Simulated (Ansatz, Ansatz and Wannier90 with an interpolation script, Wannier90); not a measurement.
Planning a run of Ansatz 0.2.0 on InAs (F-43m). The input:

```yaml
crystal:
  lattice:
    - [0.0, 3.018, 3.018]
    - [3.018, 0.0, 3.018]
    - [3.018, 3.018, 0.0]
  atoms:
    - { symbol: In, position: [0.0, 0.0, 0.0] }
    - { symbol: As, position: [0.75, 0.75, 0.75] }
kpoints:
  mp_grid: { grid: [6, 6, 6] }
hamiltonian:
  xc: r2scan
scf:
  occupations: { method: fixed }
gw:
  n_empty_bands: 117
  ecut_chi: 96
  qp_bands: [v3, c2]
  screening: { model: contour_deformation }
```

The database entry behind the starting cell differs from later determinations by our own check (about 0.4 % short), so it need not match the best structure at ambient conditions.

```sh
ansatz run input.yaml --threads 12 --pin off --max-ram 22118MiB --backend cpu --events-out ev --progress --plain --runs-dir out
```

Question: How long will it take on 12 threads of Arm Neoverse V2, shared host, and how much memory?

It took 38 s; on shared hardware allow 19 s to 75 s. Peak host memory was 1.1 GiB. The sizes that set the cost: 1411 plane waves a state, 16 irreducible k points, 131 bands summed, 113 plane waves in the screening and 6 SCF cycles.

The screening grows as filled bands × empty bands × pairs of k points, times the square of the screening basis for the matrix.

[Paths, hosts, dates, memory and timing lines, banners, echoed tables and standing remarks are left out of the program output.]

[Logs are printed without paths, hosts, clocks, repeated set-up lines and the standing remarks that a program may print on its own settings, such as how far it seeks lower states.]

[Runs of the session that timed out or met a known fault of the program may be left out.]

[Hosts, paths, dates, database ids (printed as entryN), source tags and the programs' standing remarks are cut or masked in the printed files.]
